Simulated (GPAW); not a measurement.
A computed S K-edge spectrum of one site in a crystal of C, Nb and S, with its zero at a photon energy of about 2456.1 eV (LDA puts this hole about 9 eV below PBE, itself good to a few eV). Method: GPAW, LDA, excited-electron core hole (neutral cell) in a small cell, dipole transitions, broadening that rises with energy.

Energy from the lowest empty level; intensity scaled to a mean of 1 over the first 20 eV:

| E (eV) | intensity |
| --- | --- |
| -2.00 | 0.00 |
| -1.25 | 0.00 |
| -0.50 | 0.06 |
| 0.25 | 0.54 |
| 1.00 | 0.71 |
| 1.75 | 1.26 |
| 2.50 | 1.65 |
| 3.25 | 1.27 |
| 4.00 | 0.64 |
| 4.75 | 0.82 |
| 5.50 | 0.97 |
| 6.25 | 0.90 |
| 7.00 | 0.74 |
| 7.75 | 0.98 |
| 8.50 | 1.28 |
| 9.25 | 1.42 |
| 10.00 | 1.40 |
| 10.75 | 1.33 |
| 11.50 | 1.25 |
| 12.25 | 1.16 |
| 13.00 | 1.08 |
| 13.75 | 0.99 |
| 14.50 | 0.92 |
| 15.25 | 0.84 |
| 16.00 | 0.75 |
| 16.75 | 0.71 |
| 17.50 | 0.72 |
| 18.25 | 0.77 |
| 19.00 | 0.84 |
| 19.75 | 0.91 |
| 20.50 | 0.98 |
| 21.25 | 1.02 |
| 22.00 | 1.06 |
| 22.75 | 1.07 |
| 23.50 | 1.05 |
| 24.25 | 1.01 |
| 25.00 | 0.96 |
| 25.75 | 0.92 |
| 26.50 | 0.91 |
| 27.25 | 0.94 |

Q: What surroundings does the absorber have?

A K edge sees empty p states; the first features are S p mixed into the empty d states of the Nb neighbours, and the broad ones above probably into the cations' higher empty bands. It is atom 10 of S vacancy in Nb2CS2, with 2 Nb at 2.46 Å and 1 Nb at 2.49 Å (distorted pyramidal). Its main maxima below 24 eV lie at 2.4 eV (1.66), 5.7 eV (0.98), 9.5 eV (1.42) and 22.7 eV (1.07). A near-edge spectrum doesn't fix the structure by itself; it is matched against candidates. The hole lies in one spin channel, while the script sums the empty states of both and takes the lower zero; where the two channels are split, this blurs and shifts the curve. The cell shows no gap over 0.35 eV; the host's own band filling, the defect's levels or the functional may be the cause. The starting moments shrank to 0.00 μB or less, so this is hardly a magnetic state. In so small a cell the defects form an ordered array, and no site is far from one. The mesh is coarse (0.22 Å⁻¹ between points), so small maxima may be mesh ripples.

[Hosts, paths, dates, database ids (printed as entryN), source tags and the programs' standing remarks are cut or masked in the printed files.]

[Lists of maxima count a maximum above −3 eV only where it reaches 4 % of the highest in the window and stands out from its surroundings by 2 % of it (1.5 % where it reaches 55 %); shoulders and weaker maxima are passed over, and of the rest the first, up to two pre-edge ones and the few strongest are named.]
